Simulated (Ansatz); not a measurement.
# SrB4Au3: relaxing a made-up structure, part 2 of 2

This structure for SrB4Au3 is made up. Its elements were placed in a known structure type with a cell scaled to their sizes. What cell does the guess relax to, and how far off was it?

Ansatz 0.2.0; DFT, PBE, plane-wave PAW, files of the set soft_1, scalar-relativistic, no spin, cell and ions relaxed at zero pressure; PAW set soft_1 (the session's first sound run).

So far: Set-up; Relaxing cell and atoms. The relaxed cell has a = 4.303, c = 6.467 Å (conventional setting).

**3. Bands of the relaxed cell**

With the geometry fixed, one more self-consistent run, with a narrower smearing and the mesh shown in its input, gives the bands, and its pressure, and its forces where symmetry allows any, show how far the geometry depends on these settings.

This step: DFT, PBE, plane-wave PAW, files of the set soft_1, scalar-relativistic, no spin, bands and density of states at the relaxed cell; PAW set soft_1 (Ansatz 0.2.0).

input.yaml

```yaml
crystal:
  lattice:
    - [4.3029240963, 0.0, 0.0]
    - [0.0, 4.3029240963, 0.0]
    - [0.0, 0.0, 6.466613399]
  atoms:
    - { symbol: Au, position: [0.0, 0.0, 0.0] }
    - { symbol: Au, position: [0.5, 0.5, 0.7489008003] }
    - { symbol: Au, position: [0.5, 0.5, 0.2510991997] }
    - { symbol: Sr, position: [0.0, 0.0, 0.5] }
    - { symbol: B, position: [0.5, 0.0, 0.8655413312] }
    - { symbol: B, position: [0.5, 0.0, 0.1344586688] }
    - { symbol: B, position: [0.0, 0.5, 0.8655413312] }
    - { symbol: B, position: [0.0, 0.5, 0.1344586688] }
kpoints:
  mp_grid: { grid: [8, 8, 6] }
  band_path:
    path:
      - [[0.0, 0.0, 0.0], [0.0, 0.5, 0.0], [0.5, 0.5, 0.0], [0.0, 0.0, 0.0], [0.0, 0.0, 0.5], [0.0, 0.5, 0.5], [0.5, 0.5, 0.5], [0.0, 0.0, 0.5]]
      - [[0.0, 0.5, 0.0], [0.0, 0.5, 0.5]]
      - [[0.5, 0.5, 0.0], [0.5, 0.5, 0.5]]
    npoints: 8
scf:
  occupations: { method: fermi_dirac, width: 0.03 }
  n_extra_bands: 12
hamiltonian:
  xc: pbe
  pseudopotentials: { kind: paw, azcp: { folder: soft_1 } }
output:
  forces: true
  stress: true
  write_bands: true
  dos: { projected: true }
  write_density: true
  write_potential: true
  elf: true
  volumetric_format: npy
```

The run is started by

```console
> ansatz run input.yaml --threads 4 --pin off --max-ram 10240MiB --backend cpu --events-out ev --progress --plain --runs-dir out
```

Numbers of over 12 decimals in the logs are rounded to 6 here.

The program printed:

```text
[...]
Crystal: 8 atoms, lattice volume = 119.730 Å³
Basis set: ecut = 420 eV, 2285 PW (Γ), exchange–correlation on 60×60×90 points (8 copies of the dense FFT grid, shifted against one another)
Bands: 52, of which v1, the nominal top of the filled ones, is band 40 counted from 1 (39 counted from 0)
Symmetry: 16 space group operations
[...]
k-points: 60 of 384
[...]
SCF iter   1: F=—  HF=-43637.666465 eV  |F-HF|=—  |Δ(HF+E_count)|=         —  Δρ=2.14e-1  dr2=1.02e2  ethr=3.10e-3  ⟨swp⟩=9.6  Hψ=15424  notcnv=0  defer=12
[...]
SCF iter  10: F=-43618.929533 eV  HF=-43618.929533 eV  |F-HF|=8.35e-9  |Δ(HF+E_count)|=   1.51e-7  Δρ=5.30e-6  dr2=3.65e-8  ethr=1.27e-10  ⟨swp⟩=18.2  Hψ=25774  notcnv=0
SCF 1 converged in 10 iterations: F = -43618.929533 eV  dr2 = 3.65e-8
[...]
NSCF: frozen V_eff on 75 k-points
SCF converged after 10 iterations
Free energy (F): -43618.929533 eV
[...]
Internal energy: -43618.921275 eV  (E = F + TS)
E sigma→0 (E₀):  -43618.925404 eV
Entropy (-TS):   -0.008258 eV (-1.032 meV/atom)
Fermi energy:    13.697884 eV
[...]
--- Forces (eV/Å), atoms counted from 1 ---
  atom   1  Au    -0.00000000     0.00000000     0.00000000
  atom   2  Au    -0.00000000     0.00000000     0.01704674
  atom   3  Au     0.00000000     0.00000000    -0.01704674
  atom   4  Sr     0.00000000     0.00000000     0.00000000
  atom   5  B     -0.00000000     0.00000000     0.06816146
  atom   6  B      0.00000000     0.00000000    -0.06816146
  atom   7  B      0.00000000     0.00000000     0.06816146
  atom   8  B      0.00000000     0.00000000    -0.06816146
  max |Σ_I F_I| component: 1.67e-16 eV/Å
--- Stress (GPa, compression-positive) ---
        0.372966       0.000000      -0.000000
        0.000000       0.372966      -0.000000
       -0.000000      -0.000000      -0.503137
  P = ⅓ Tr σ = 0.0809 GPa (0.809 kbar)
--- Band table (eV; the first three rows and the last of 60) ---
  k-point 0: bands = [... 36 lower, 12.4904, 14.3545, 14.3545, 14.7935, 14.7935, 14.9489, 14.9707, 15.0243, ... 8 higher]
  k-point 1: bands = [... 36 lower, 12.4993, 14.3731, 14.3731, 14.7551, 14.8247, 14.8581, 14.8581, 15.3543, ... 8 higher]
  k-point 2: bands = [... 36 lower, 12.5173, 13.9024, 14.4951, 14.4951, 14.6171, 14.8947, 14.8947, 15.4896, ... 8 higher]
  k-point 59: bands = [... 36 lower, 11.0689, 11.0689, 11.7744, 11.7744, 12.9689, 15.9683, 17.6082, 17.9926, ... 8 higher]
```

It took 12 s on 4 threads of Arm Neoverse V1, shared host; peak memory 0.66 GiB; 45 s of CPU time.

In the SCF lines HF is the Harris–Foulkes energy and dr2 the Hartree energy of the density residual, in eV; the loop may stop once dr2 is under the threshold and the program's other checks hold. Hψ counts applications of the Hamiltonian.

This step gave:

```
free energy             : -43618.9295 eV
energy at zero smearing : -43618.9254 eV
smearing term TS        : 0.008258 eV
Fermi energy            : 13.70 eV
pressure                : 0.08093 GPa
```

From bands.tsv, the bands that come nearest the Fermi level along the path, at its corners, in eV from the Fermi level:

```tsv
point	band 36	band 37	band 38	band 39	band 40	band 41	band 42	band 43
Γ	-2.83	-1.21	0.66	0.66	1.10	1.10	1.25	1.27
X	-2.20	-1.74	-1.34	-0.45	0.04	0.21	1.51	1.69
M	-2.58	-2.58	-2.05	-1.73	-1.73	-0.43	-0.04	3.89
Γ	-2.83	-1.21	0.66	0.66	1.10	1.10	1.25	1.27
Z	-2.26	-1.17	-0.32	0.87	0.95	0.95	1.12	1.12
R	-3.25	-1.36	-0.98	0.20	0.34	0.54	0.55	1.31
A	-3.73	-2.63	-2.63	-1.92	-1.92	-0.73	2.27	3.91
Z	-2.26	-1.17	-0.32	0.87	0.95	0.95	1.12	1.12
X	-2.20	-1.74	-1.34	-0.45	0.04	0.21	1.51	1.69
R	-3.25	-1.36	-0.98	0.20	0.34	0.54	0.55	1.31
M	-2.58	-2.58	-2.05	-1.73	-1.73	-0.43	-0.04	3.89
A	-3.73	-2.63	-2.63	-1.92	-1.92	-0.73	2.27	3.91
```

States per cell as run, both spins, in windows of 1 eV, from dos.tsv (zero at the Fermi level):

```csv
from,to,total
-8,-7,4.49
-7,-6,7.20
-6,-5,7.37
-5,-4,10.32
-4,-3,3.30
-3,-2,2.99
-2,-1,3.68
-1,0,2.09
0,1,2.65
1,2,2.91
2,3,2.29
3,4,2.76
4,5,4.03
```

Below -8 eV lie 37.7 more states.

Force by atom:

| atom | x (eV/Å) | y (eV/Å) | z (eV/Å) | size |
| --- | --- | --- | --- | --- |
| Au1 | 0.0000 | 0.0000 | 0.0000 | 0.0000 |
| Au2 | 0.0000 | 0.0000 | 0.0170 | 0.0170 |
| Au3 | 0.0000 | 0.0000 | -0.0170 | 0.0170 |
| Sr4 | 0.0000 | 0.0000 | 0.0000 | 0.0000 |
| B5 | 0.0000 | 0.0000 | 0.0682 | 0.0682 |
| B6 | 0.0000 | 0.0000 | -0.0682 | 0.0682 |
| B7 | 0.0000 | 0.0000 | 0.0682 | 0.0682 |
| B8 | 0.0000 | 0.0000 | -0.0682 | 0.0682 |

Electrostatic potential energy in the ac plane at fractional y = 0.000, with atoms of Au and Sr and B within 0.2 Å of it. With pseudopotentials it is smooth inside the atoms' cores, unlike the true potential.

Ten even steps from '_' (-92 eV) to '@' (16 eV), each cell a mean:
```
++++**%%@@@@%%##%%@@@@##++++
++++##%%@@##**++**%%@@%%**++
##%%@@@@@@##++++++%%@@@@%%##
@@@@@@@@@@##**++**%%@@@@@@@@
@@@@@@@@@@@@%%##%%@@@@@@@@@@
@@@@@@@@@@@@@@@@@@@@@@@@@@@@
@@@@@@@@@@@@@@@@@@@@@@@@@@@@
**##%%@@@@@@@@@@@@@@@@@@%%##
..--##%%@@@@@@@@@@@@@@%%**::
____++%%@@@@@@@@@@@@@@##::__
____==%%@@@@@@@@@@@@@@##::__
__..**%%@@@@@@@@@@@@@@%%==__
++**%%@@@@@@@@@@@@@@@@@@##**
%%%%@@@@@@@@@@@@@@@@@@@@@@%%
@@@@@@@@@@@@@@@@@@@@@@@@@@@@
@@@@@@@@@@@@%%%%@@@@@@@@@@@@
@@@@@@@@@@%%****##%%@@@@@@@@
%%%%@@@@@@##++++**%%@@@@@@%%
****%%@@@@##++++**%%@@%%##**
++++**%%@@%%######@@@@##++++
++++++%%@@@@%%%%@@@@@@##++==
```
Columns run along a (4.3 Å; values clipped at the 3rd and 97th percentile), rows up along c (6.5 Å). Atoms in or near the plane, at fractional coordinates: Au at (0.00, 0.00), Sr at (0.00, 0.50), B at (0.50, 0.87), B at (0.50, 0.13).

Valence density in the ac plane at fractional y = 0.000, with atoms of Au and Sr and B within 0.2 Å of it. It is the smooth field of the valence electrons, not physical close to the nuclei.

Values in e/Å³, 21 rows by 14 columns, each cell a mean:
```
12  8  3  1  1  1  1  1  1  1  1  1  5 10
 6  4  2  1  0  1  1  1  1  1  1  1  3  5
 2  1  1  0  0  1  0  0  1  0  0  0  1  1
 0  0  0  0  0  0  1  1  1  0  0  0  0  0
 0  0  0  0  0  0  1  1  0  0  0  0  0  0
 0  0  0  0  0  0  0  0  0  0  0  0  0  0
 0  0  0  0  0  0  0  0  0  0  0  0  0  0
 1  1  0  0  0  0  0  0  0  0  0  0  1  1
 2  2  1  0  0  0  0  0  0  0  0  1  2  2
 2  3  2  1  0  0  0  0  0  0  0  1  2  2
 2  2  2  1  0  0  0  0  0  0  0  1  2  2
 3  2  1  0  0  0  0  0  0  0  0  1  2  3
 2  1  1  0  0  0  0  0  0  0  0  0  1  1
 1  0  0  0  0  0  0  0  0  0  0  0  0  1
 0  0  0  0  0  0  0  0  0  0  0  0  0  0
 0  0  0  0  0  0  0  0  0  0  0  0  0  0
 0  0  0  0  0  0  1  1  1  0  0  0  0  0
 1  1  0  0  0  1  1  0  1  0  0  0  1  1
 4  3  1  1  0  1  1  1  1  1  0  1  2  3
10  7  3  1  1  1  1  1  1  1  1  1  4  8
14 10  4  1  1  1  1  1  1  1  1  2  6 12
```
Columns run along a (4.3 Å), rows up along c (6.5 Å). Atoms in or near the plane, at fractional coordinates: Au at (0.00, 0.00), Sr at (0.00, 0.50), B at (0.50, 0.87), B at (0.50, 0.13).

ELF in the ac plane at fractional y = 0.000, with atoms of Au and Sr and B within 0.2 Å of it. It is the smooth field of the valence electrons, not physical close to the nuclei.

Ten even steps from '0' (0.01) to '9' (0.91), each cell a mean:
```
76435889874356
55435643564345
54345400155334
33235532355333
21135777764212
00014788863100
32101567631013
98620134310378
88850011102698
26972000003884
15972000004883
68961001002797
99720123201489
65201356520136
00013688752000
11125788864111
33235654564323
44345410155334
55436521265345
65435777874356
86434899973357
```
Columns run along a (4.3 Å), rows up along c (6.5 Å). Atoms in or near the plane, at fractional coordinates: Au at (0.00, 0.00), Sr at (0.00, 0.50), B at (0.50, 0.87), B at (0.50, 0.13).

**4. Results**

```yaml
space_group_relaxed: P4/mmm
conventional_cell: a = 4.303, b = 4.303, c = 6.467 Å; α = 90.0°, β = 90.0°, γ = 90.0°
volume_per_atom: 14.97 Å³ (guess 14.82)
```

What this shows: SrB4Au3 relaxes to P4/mmm with a = 4.303, b = 4.303 and c = 6.467 Å. The guessed volume was near the relaxed one. The space group P4/mmm was held in the relaxation, so the end point is a stationary structure within it and may be a saddle against distortions or other arrangements. Bands cross the Fermi level, so it is a metal or semimetal at this level. The electron count is odd, which forces that without spin polarisation or a larger cell. On the 8×8×6 mesh with the narrower smearing (relaxed on 7×7×4) the largest force component is 0.068 eV/Å and the largest stress component is 0.503 GPa, against the relaxation's thresholds of 0.015 eV/Å and 0.05 GPa. The cutoff wasn't tested. A vector of the cell changed its length by 19 %, more than the volume shows. Spin-orbit coupling is left out, which can matter for elements this heavy. No dispersion term is used, so weakly bound directions may come out too long. Nothing here tests whether the compound is stable against decomposition.

[Logs are printed without paths, hosts, clocks, repeated set-up lines and the standing remarks that a program may print on its own settings, such as how far it seeks lower states.]

[Hosts, paths, dates, database ids (printed as entryN), source tags and the programs' standing remarks are cut or masked in the printed files.]
